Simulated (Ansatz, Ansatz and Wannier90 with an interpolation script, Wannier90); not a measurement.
Planning a run of Wannier90 4.0.3 on BAs (F-43m). The input:

```
num_iter = 1200
conv_tol = 1.0e-8
conv_window = 5
dis_num_iter = 4000
dis_conv_tol = 1.0e-8
dis_mix_ratio = 0.7
write_hr = true
use_ws_distance = false
num_print_cycles = 50
! ansatz wannier90 interface
! projections by site (counted from 0) and shell: 1 4P, 0 2S, 0 2P
! states of the run's bands (counted from 1): 1-16
num_bands = 16
num_wann  = 7
dis_win_min = 1.95
dis_win_max = 23.09
dis_froz_min = 1.95
dis_froz_max = 14.97
guiding_centres = true

begin unit_cell_cart
Ang
                      0.0                   2.3885                   2.3885
                   2.3885                      0.0                   2.3885
                   2.3885                   2.3885                      0.0
end unit_cell_cart

begin atoms_frac
B                        0.0                      0.0                      0.0
As                      0.75                     0.75                     0.75
end atoms_frac

mp_grid = 16 16 16

[... the mesh's points ...]
```

```sh
OMP_NUM_THREADS=1 mpirun -n 8 wannier90.x w > wannier90.x.log
```

Question: How long will it take on 8 MPI ranks of Arm Neoverse V2, shared host, and how much memory?

It took 19 s; on shared hardware allow 9.3 s to 37 s.

[Paths, hosts, dates, memory and timing lines, banners, echoed tables and standing remarks are left out of the program output.]

[Logs are printed without paths, hosts, clocks, repeated set-up lines and the standing remarks that a program may print on its own settings, such as how far it seeks lower states.]

[Runs of the session that timed out or met a known fault of the program may be left out.]

[Hosts, paths, dates, database ids (printed as entryN), source tags and the programs' standing remarks are cut or masked in the printed files.]
